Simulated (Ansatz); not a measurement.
# Resistivity from frozen vibrations: Al(111) with 4 thermally displaced layers, 2x2, part 2 of 2

Aim: the resistivity of Al at 300 K from frozen thermal displacements between perfect leads.

Ansatz 0.2.0; Ansatz plane-wave DFT, PBE, PAW files; ballistic transport by layer matching (Landauer), zero bias; PAW set soft_1.

So far, open channels per spin nearest the Fermi level: step 2 (with 4 displaced layers) 5.41.

### Step 3. With 8 displaced layers

Each atom of 8 layers is moved at random, by amounts drawn from a normal law 0.0966 Å wide in each direction from the Debye model (428 K) at 300 K. A fresh draw is used; the growth of the resistance with length is what counts.

System of this step: Al(111) with 8 thermally displaced layers, 2x2. The cell holds 56 atoms: 56 Al. Its edges and angles: a = 5.725 Å, b = 5.725 Å, c = 32.761 Å, α = 87.5°, β = 92.5°, γ = 120.0°. It derives from Al. Regions: lead, 24 atoms (24 Al); scattering region, 32 atoms (32 Al). The structure is stacked along c, and the current runs across the ab planes.

Input file input.yaml:

```yaml
crystal:
  lattice:
    - [5.7246940741, 0.0, 0.0]
    - [-2.862347037, 4.957730497, 0.0]
    - [-1.4311735185, 0.8262884162, 32.7193519684]
  atoms:
    - { symbol: Al, position: [0.005952381, 0.994047619, 0.0357142857] }
    - { symbol: Al, position: [0.005952381, 0.494047619, 0.0357142857] }
    - { symbol: Al, position: [0.505952381, 0.994047619, 0.0357142857] }
    - { symbol: Al, position: [0.505952381, 0.494047619, 0.0357142857] }
    - { symbol: Al, position: [0.1845238095, 0.3154761905, 0.1071428571] }
    - { symbol: Al, position: [0.1845238095, 0.8154761905, 0.1071428571] }
    - { symbol: Al, position: [0.6845238095, 0.3154761905, 0.1071428571] }
    - { symbol: Al, position: [0.6845238095, 0.8154761905, 0.1071428571] }
    - { symbol: Al, position: [0.3630952381, 0.1369047619, 0.1785714286] }
    - { symbol: Al, position: [0.3630952381, 0.6369047619, 0.1785714286] }
    - { symbol: Al, position: [0.8630952381, 0.1369047619, 0.1785714286] }
    - { symbol: Al, position: [0.8630952381, 0.6369047619, 0.1785714286] }
    - { symbol: Al, position: [0.0850350803, 0.9837696415, 0.2510546145] }
    - { symbol: Al, position: [0.0215665077, 0.457923716, 0.2519372299] }
    - { symbol: Al, position: [0.5239959803, 0.9658170468, 0.2512685096] }
    - { symbol: Al, position: [0.5415502273, 0.4355976902, 0.2480473436] }
    - { symbol: Al, position: [0.202341451, 0.2561241619, 0.3265613727] }
    - { symbol: Al, position: [0.2149502239, 0.786295869, 0.3206655348] }
    - { symbol: Al, position: [0.760113884, 0.3051648687, 0.3232975683] }
    - { symbol: Al, position: [0.6839163092, 0.7804389313, 0.3234461005] }
    - { symbol: Al, position: [0.410621611, 0.0882604207, 0.3982338216] }
    - { symbol: Al, position: [0.3705571095, 0.5878471188, 0.3956164359] }
    - { symbol: Al, position: [0.9192282302, 0.14009501, 0.393413455] }
    - { symbol: Al, position: [0.8839167498, 0.5943739574, 0.3896372167] }
    - { symbol: Al, position: [0.062256002, 0.9346106856, 0.4660007101] }
    - { symbol: Al, position: [0.0926977981, 0.4070921048, 0.4692701992] }
    - { symbol: Al, position: [0.5876520377, 0.9534940208, 0.4630085815] }
    - { symbol: Al, position: [0.5679158182, 0.4269764039, 0.4673294888] }
    - { symbol: Al, position: [0.2523066591, 0.2333039002, 0.5317564029] }
    - { symbol: Al, position: [0.237695884, 0.7533507656, 0.5386348871] }
    - { symbol: Al, position: [0.7431489482, 0.2226946259, 0.5382905963] }
    - { symbol: Al, position: [0.7277189071, 0.729854951, 0.5375468832] }
    - { symbol: Al, position: [0.4000489096, 0.0732869314, 0.6054264596] }
    - { symbol: Al, position: [0.4357291841, 0.5639024732, 0.6077392882] }
    - { symbol: Al, position: [0.9395459293, 0.0500078144, 0.6113361152] }
    - { symbol: Al, position: [0.9555590969, 0.5813352501, 0.6105803216] }
    - { symbol: Al, position: [0.1346353361, 0.9033062922, 0.6787945021] }
    - { symbol: Al, position: [0.0873375951, 0.3846531818, 0.6763006233] }
    - { symbol: Al, position: [0.591336191, 0.8922178424, 0.6768936631] }
    - { symbol: Al, position: [0.5857020442, 0.3664599591, 0.6793635161] }
    - { symbol: Al, position: [0.3105868769, 0.23409547, 0.7499589384] }
    - { symbol: Al, position: [0.3234589358, 0.7350772192, 0.7533940903] }
    - { symbol: Al, position: [0.7639046895, 0.2320953178, 0.7510022043] }
    - { symbol: Al, position: [0.8026171868, 0.715374859, 0.7511295002] }
    - { symbol: Al, position: [0.4702380952, 0.0297619048, 0.8214285714] }
    - { symbol: Al, position: [0.4702380952, 0.5297619048, 0.8214285714] }
    - { symbol: Al, position: [0.9702380952, 0.0297619048, 0.8214285714] }
    - { symbol: Al, position: [0.9702380952, 0.5297619048, 0.8214285714] }
    - { symbol: Al, position: [0.1488095238, 0.8511904762, 0.8928571429] }
    - { symbol: Al, position: [0.1488095238, 0.3511904762, 0.8928571429] }
    - { symbol: Al, position: [0.6488095238, 0.8511904762, 0.8928571429] }
    - { symbol: Al, position: [0.6488095238, 0.3511904762, 0.8928571429] }
    - { symbol: Al, position: [0.3273809524, 0.1726190476, 0.9642857143] }
    - { symbol: Al, position: [0.3273809524, 0.6726190476, 0.9642857143] }
    - { symbol: Al, position: [0.8273809524, 0.1726190476, 0.9642857143] }
    - { symbol: Al, position: [0.8273809524, 0.6726190476, 0.9642857143] }
kpoints:
  mp_grid: { grid: [5, 5, 1] }
hamiltonian:
  xc: pbe
  pseudopotentials: { kind: paw, azcp: { folder: soft_1 } }
scf:
  occupations: { method: fermi_dirac, width: 0.1 }
output:
  transmission:
    leads: [[0, 4]]
    kmesh: [10, 10]
    e_range: [-0.05, 0.05]
    de: 0.05
  write_potential: true
  write_density: true
  volumetric_format: npy
```

On the command line:

```bash
ansatz run input.yaml --threads 4 --pin off --max-ram 15360MiB --backend cpu --events-out ev --progress --plain --runs-dir out
```

Numbers of over 12 decimals in the logs are rounded to 6 here.

What it wrote:

```text
[...]
Crystal: 56 atoms, lattice volume = 928.624 Å³
Basis set: ecut = 420 eV, 18271 PW (Γ)
Bands: 140, of which v1, the nominal top of the filled ones, is band 84 counted from 1 (83 counted from 0)
Symmetry: 1 space group operations
[...]
k-points: 13 of 25 (time reversal used)
[...]
SCF iter   1: F=—  HF=-30100.469842 eV  |F-HF|=—  |Δ(HF+E_count)|=         —  Δρ=2.39e-2  dr2=8.41e0  ethr=3.10e-3  ⟨swp⟩=6.7  Hψ=8544  notcnv=0  defer=75
[...]
SCF iter   7: F=-30097.988767 eV  HF=-30097.988767 eV  |F-HF|=1.09e-8  |Δ(HF+E_count)|=   3.83e-8  Δρ=1.07e-6  dr2=2.03e-8  ethr=5.95e-11  ⟨swp⟩=13.3  Hψ=7411  notcnv=0
SCF 1 converged in 7 iterations: F = -30097.988767 eV  dr2 = 2.03e-8
[...]
transmission: 222 of 2132 steps passed
transmission: 432 of 2132 steps passed
[...]
transmission: 2132 of 2132 steps passed
SCF converged after 7 iterations
Free energy (F): -30097.988767 eV
[...]
Internal energy: -30097.101666 eV  (E = F + TS)
E sigma→0 (E₀):  -30097.545217 eV
Entropy (-TS):   -0.887101 eV (-15.841 meV/atom)
Fermi energy:    7.933222 eV
[...]
--- Band table (eV; the first three rows and the last of 13) ---
  k-point 0: bands = [... 80 lower, 6.5327, 6.5539, 6.6254, 6.9991, 7.0391, 7.1041, 7.1307, 7.2415, ... 52 higher]
  k-point 1: bands = [... 80 lower, 6.9388, 7.0462, 7.1090, 7.1936, 7.2311, 7.5863, 7.6474, 7.6728, ... 52 higher]
  k-point 2: bands = [... 80 lower, 7.9944, 8.0248, 8.0894, 8.1220, 8.1399, 8.1667, 8.1953, 8.2744, ... 52 higher]
  k-point 12: bands = [... 80 lower, 7.7367, 7.8820, 7.9059, 7.9698, 7.9923, 8.0083, 8.0476, 8.0890, ... 52 higher]
--- Transmission ---
  basis      : 253 plane waves across, 41 finite elements along
  points     : 52, standing for a mesh of 10 x 10
[...]
channels       : 5.530000e0 a spin
[...]
junction   : crystal 0 to crystal 0, 0.70 to 31.08 Å
    transmission   : 4.794777e0 a spin
[...]
```

It took 8.7 min on 4 threads of Arm Neoverse V2, shared host; peak memory 3.1 GiB.

This step gave:

```
free energy                                    : -30097.9888 eV
energy at zero smearing                        : -30097.5452 eV
Fermi energy                                   : 7.933 eV
transmission per spin nearest the Fermi level  : 4.795
open channels per spin nearest the Fermi level : 5.53
step of the lead's potential                   : 6 meV
```

Per spin. Table of transmission, zone mean by energy, zero at the Fermi level:

```
energy (eV)  transmission, zone mean
    -0.0500                     4.57
     0.0000                     4.79
     0.0500                     4.87
```

Over the solved energies the transmission per spin lies between 4.57 and 4.87, out of 5.45 channels of the lead on average (up to 5.59).

### Step 4. With 12 displaced layers

Each atom of 12 layers is moved at random, by amounts drawn from a normal law 0.0966 Å wide in each direction from the Debye model (428 K) at 300 K. A fresh draw is used; the growth of the resistance with length is what counts.

System of this step: Al(111) with 12 thermally displaced layers, 2x2. The cell holds 72 atoms: 72 Al. Its edges and angles: a = 5.725 Å, b = 5.725 Å, c = 42.068 Å, α = 90.0°, β = 90.0°, γ = 120.0°. It derives from Al. Regions: lead, 24 atoms (24 Al); scattering region, 48 atoms (48 Al). The structure is stacked along c, and the current runs across the ab planes.

Input file input.yaml:

```yaml
crystal:
  lattice:
    - [5.7246940741, 0.0, 0.0]
    - [-2.862347037, 4.957730497, 0.0]
    - [0.0, 0.0, 42.0677382451]
  atoms:
    - { symbol: Al, position: [0.0, 0.0, 0.0277777778] }
    - { symbol: Al, position: [0.0, 0.5, 0.0277777778] }
    - { symbol: Al, position: [0.5, 0.0, 0.0277777778] }
    - { symbol: Al, position: [0.5, 0.5, 0.0277777778] }
    - { symbol: Al, position: [0.1666666667, 0.3333333333, 0.0833333333] }
    - { symbol: Al, position: [0.1666666667, 0.8333333333, 0.0833333333] }
    - { symbol: Al, position: [0.6666666667, 0.3333333333, 0.0833333333] }
    - { symbol: Al, position: [0.6666666667, 0.8333333333, 0.0833333333] }
    - { symbol: Al, position: [0.3333333333, 0.1666666667, 0.1388888889] }
    - { symbol: Al, position: [0.3333333333, 0.6666666667, 0.1388888889] }
    - { symbol: Al, position: [0.8333333333, 0.1666666667, 0.1388888889] }
    - { symbol: Al, position: [0.8333333333, 0.6666666667, 0.1388888889] }
    - { symbol: Al, position: [0.0018923042, 0.9930100456, 0.1900798312] }
    - { symbol: Al, position: [0.9903365594, 0.4843470586, 0.1969236241] }
    - { symbol: Al, position: [0.4959424819, 0.0016257099, 0.1924944378] }
    - { symbol: Al, position: [0.4912754706, 0.4997753898, 0.191035227] }
    - { symbol: Al, position: [0.1707051646, 0.3312675414, 0.2472785484] }
    - { symbol: Al, position: [0.1312136914, 0.843325192, 0.2493169883] }
    - { symbol: Al, position: [0.655427882, 0.3287341444, 0.2541691564] }
    - { symbol: Al, position: [0.6666701864, 0.8350202719, 0.2465868861] }
    - { symbol: Al, position: [0.3700517561, 0.1845350462, 0.3080043732] }
    - { symbol: Al, position: [0.3430634641, 0.6845188194, 0.3064069488] }
    - { symbol: Al, position: [0.8421934554, 0.1637026589, 0.3021727035] }
    - { symbol: Al, position: [0.8318441365, 0.6289826929, 0.3050048554] }
    - { symbol: Al, position: [0.9863954757, 0.9796899566, 0.3625183448] }
    - { symbol: Al, position: [0.9923671365, 0.491491846, 0.3623042464] }
    - { symbol: Al, position: [0.5054873768, 0.0270508407, 0.3619177671] }
    - { symbol: Al, position: [0.4730672396, 0.4621348017, 0.3581095698] }
    - { symbol: Al, position: [0.1845045294, 0.3323478026, 0.416016841] }
    - { symbol: Al, position: [0.1818919527, 0.8083533185, 0.4153224711] }
    - { symbol: Al, position: [0.6644054975, 0.3447524443, 0.4151437277] }
    - { symbol: Al, position: [0.6406902766, 0.8020725222, 0.4183406617] }
    - { symbol: Al, position: [0.3422909869, 0.1573890732, 0.4725971183] }
    - { symbol: Al, position: [0.3069370393, 0.6574779507, 0.4753848807] }
    - { symbol: Al, position: [0.8581201288, 0.2116617536, 0.4704154658] }
    - { symbol: Al, position: [0.841216715, 0.6628591265, 0.4735208814] }
    - { symbol: Al, position: [0.9944136136, 0.9890704827, 0.525786433] }
    - { symbol: Al, position: [0.0509590105, 0.4984936796, 0.5231491595] }
    - { symbol: Al, position: [0.4956631416, 0.0132050461, 0.5266301637] }
    - { symbol: Al, position: [0.5327064786, 0.5195220352, 0.5274281318] }
    - { symbol: Al, position: [0.1489177971, 0.3137645041, 0.5817267775] }
    - { symbol: Al, position: [0.1535484522, 0.8567893462, 0.586984293] }
    - { symbol: Al, position: [0.6339736483, 0.3103196697, 0.5792742636] }
    - { symbol: Al, position: [0.6201617128, 0.772836405, 0.5807115868] }
    - { symbol: Al, position: [0.3518412326, 0.1599345807, 0.6408503216] }
    - { symbol: Al, position: [0.3422311047, 0.7009562399, 0.6393461319] }
    - { symbol: Al, position: [0.8517450811, 0.216375962, 0.6381441645] }
    - { symbol: Al, position: [0.8147021547, 0.6705989302, 0.6387997551] }
    - { symbol: Al, position: [0.0090102058, 0.982050877, 0.6962914222] }
    - { symbol: Al, position: [0.0078808511, 0.4869965709, 0.6948191204] }
    - { symbol: Al, position: [0.5088311214, 0.0456853818, 0.6928283108] }
    - { symbol: Al, position: [0.4819796155, 0.4792424548, 0.6936500306] }
    - { symbol: Al, position: [0.1740440335, 0.3482862786, 0.7485988175] }
    - { symbol: Al, position: [0.1497400816, 0.8057467382, 0.7481009552] }
    - { symbol: Al, position: [0.7232857485, 0.3536118861, 0.7482064838] }
    - { symbol: Al, position: [0.6346100546, 0.8143335376, 0.7499502154] }
    - { symbol: Al, position: [0.3266707232, 0.1521699998, 0.8026026234] }
    - { symbol: Al, position: [0.3617217137, 0.675463389, 0.804695851] }
    - { symbol: Al, position: [0.8244552433, 0.1563538872, 0.7988167751] }
    - { symbol: Al, position: [0.8248594988, 0.6458174631, 0.8032542052] }
    - { symbol: Al, position: [0.0, 0.0, 0.8611111111] }
    - { symbol: Al, position: [0.0, 0.5, 0.8611111111] }
    - { symbol: Al, position: [0.5, 0.0, 0.8611111111] }
    - { symbol: Al, position: [0.5, 0.5, 0.8611111111] }
    - { symbol: Al, position: [0.1666666667, 0.3333333333, 0.9166666667] }
    - { symbol: Al, position: [0.1666666667, 0.8333333333, 0.9166666667] }
    - { symbol: Al, position: [0.6666666667, 0.3333333333, 0.9166666667] }
    - { symbol: Al, position: [0.6666666667, 0.8333333333, 0.9166666667] }
    - { symbol: Al, position: [0.3333333333, 0.1666666667, 0.9722222222] }
    - { symbol: Al, position: [0.3333333333, 0.6666666667, 0.9722222222] }
    - { symbol: Al, position: [0.8333333333, 0.1666666667, 0.9722222222] }
    - { symbol: Al, position: [0.8333333333, 0.6666666667, 0.9722222222] }
kpoints:
  mp_grid: { grid: [5, 5, 1] }
hamiltonian:
  xc: pbe
  pseudopotentials: { kind: paw, azcp: { folder: soft_1 } }
scf:
  occupations: { method: fermi_dirac, width: 0.1 }
output:
  transmission:
    leads: [[0, 4]]
    kmesh: [10, 10]
    e_range: [-0.05, 0.05]
    de: 0.05
  write_potential: true
  write_density: true
  volumetric_format: npy
```

What it wrote:

```text
[...]
Crystal: 72 atoms, lattice volume = 1193.945 Å³
Basis set: ecut = 420 eV, 23469 PW (Γ)
Bands: 180, of which v1, the nominal top of the filled ones, is band 108 counted from 1 (107 counted from 0)
Symmetry: 1 space group operations
[...]
k-points: 13 of 25 (time reversal used)
[...]
SCF iter   1: F=—  HF=-38699.986454 eV  |F-HF|=—  |Δ(HF+E_count)|=         —  Δρ=2.43e-2  dr2=1.46e1  ethr=3.10e-3  ⟨swp⟩=6.3  Hψ=10893  notcnv=0  defer=111
[...]
SCF iter   8: F=-38696.604697 eV  HF=-38696.604697 eV  |F-HF|=8.29e-10  |Δ(HF+E_count)|=   8.23e-9  Δρ=3.24e-7  dr2=1.90e-9  ethr=3.36e-11  ⟨swp⟩=1.0  Hψ=5105  notcnv=0
SCF 1 converged in 8 iterations: F = -38696.604697 eV  dr2 = 1.90e-9
[...]
transmission: 273 of 2704 steps passed
transmission: 549 of 2704 steps passed
[...]
transmission: 2704 of 2704 steps passed
SCF converged after 8 iterations
Free energy (F): -38696.604697 eV
[...]
Internal energy: -38695.404401 eV  (E = F + TS)
E sigma→0 (E₀):  -38696.004549 eV
Entropy (-TS):   -1.200295 eV (-16.671 meV/atom)
Fermi energy:    7.938605 eV
[...]
--- Band table (eV; the first three rows and the last of 13) ---
  k-point 0: bands = [... 104 lower, 6.6364, 6.6873, 6.7161, 6.7894, 6.8277, 6.8449, 6.8596, 6.8890, ... 68 higher]
  k-point 1: bands = [... 104 lower, 6.9600, 7.0003, 7.1138, 7.1428, 7.1554, 7.1698, 7.2287, 7.4112, ... 68 higher]
  k-point 2: bands = [... 104 lower, 7.9739, 8.0070, 8.0275, 8.0644, 8.0921, 8.1172, 8.1306, 8.1974, ... 68 higher]
  k-point 12: bands = [... 104 lower, 7.7309, 7.8652, 7.8880, 7.9156, 7.9583, 7.9930, 8.0254, 8.0504, ... 68 higher]
--- Transmission ---
  basis      : 253 plane waves across, 52 finite elements along
  points     : 52, standing for a mesh of 10 x 10
[...]
channels       : 5.590000e0 a spin
[...]
junction   : crystal 0 to crystal 0, 0.70 to 40.43 Å
    transmission   : 4.495036e0 a spin
[...]
```

Elapsed: 13 min, on 4 threads; peak memory 4.8 GiB; 42 min of CPU time.

This step gave:

| Quantity | Value |
| --- | --- |
| free energy | -38696.6047 eV |
| energy at zero smearing | -38696.0045 eV |
| Fermi energy | 7.939 eV |
| transmission per spin nearest the Fermi level | 4.495 |
| open channels per spin nearest the Fermi level | 5.59 |
| step of the lead's potential | 6.8 meV |

Per spin. Table of transmission, zone mean by energy, zero at the Fermi level:

```csv
energy (eV),"transmission, zone mean"
-0.0500,4.35
0.0000,4.50
0.0500,4.39
```

Over the solved energies the transmission per spin lies between 4.35 and 4.50, out of 5.47 channels of the lead on average (up to 5.59).

### Step 5. The fit

This step: Ansatz plane-wave DFT, PBE, PAW files; ballistic transport by layer matching (Landauer), zero bias; resistivity from the slope of the area resistance; PAW set soft_1 (Ansatz 0.2.0).

Numbers from this step:

```
resistivity           : 5.842 µΩ cm
intercept             : -0.005593 fΩ m²
scatter about the fit : 0.002763 fΩ m²
```

Resistance, by row:

```csv
run,length (Å),T,channels N,RA (fΩ m²)
n4,9.348,5.043,5.423,0.05097
n8,18.7,4.746,5.45,0.09973
n12,28.05,4.414,5.47,0.1602
```

Table of area resistance by length of the displaced region:

```
length of the displaced region (Å)  area resistance (fΩ m²)
                              9.35                   0.0510
                             18.70                   0.0997
                             28.05                    0.160
```

The area resistance goes from 0.051 to 0.16 fΩ m² between 9.3 and 28.0 Å, a slope of 5.8 µΩ cm.

By hand from the end points: (0.1602 − 0.05097) fΩ m² / (28.05 − 9.35) Å = 5.8 µΩ cm, since 1 fΩ m² per Å is 1000 µΩ cm.

### Step 6. Outcome

```json
{
 "resistivity from the slope": "5.84 µΩ cm",
 "area resistance over 9.35 Å": "0.0510 fΩ m²",
 "area resistance over 18.7 Å": "0.0997 fΩ m²",
 "area resistance over 28.0 Å": "0.160 fΩ m²"
}
```

**Reading.** The slope gives 5.8 µΩ cm. The points scatter by 0.0028 fΩ m² about the line, with one random draw a length in a 2x2 cell, so the slope is a rough value. The mean square of the displacements drawn is 0.78, 0.99 and 1.2 of the nominal one at the three lengths; with each resistance scaled back by that, the slope is 3.8 µΩ cm, the value used below. Read with a model of isotropic scattering on a spherical Fermi surface and the lead's 1.5×10¹⁵ S/m², this slope means a mean free path near 155 Å; over these lengths the model's slope is 1.16 times its bulk resistivity, which would be 3.3 µΩ cm. Uncorrelated displacements put too much weight on short waves, which scatter strongly; with the sideways repeat of a small cell, one draw and three short lengths, the method is good to a factor of two or three. The measured value is 2.733 µΩ cm (CRC Handbook of Chemistry and Physics, 84th ed., 2003, Electrical Resistivity of Pure Metals); the scaled slope is 1.4 times that and the corrected value 1.2: fair for so small a cell.

[Logs are printed without paths, hosts, clocks, repeated set-up lines and the standing remarks that a program may print on its own settings, such as how far it seeks lower states.]

[Hosts, paths, dates, database ids (printed as entryN), source tags and the programs' standing remarks are cut or masked in the printed files.]
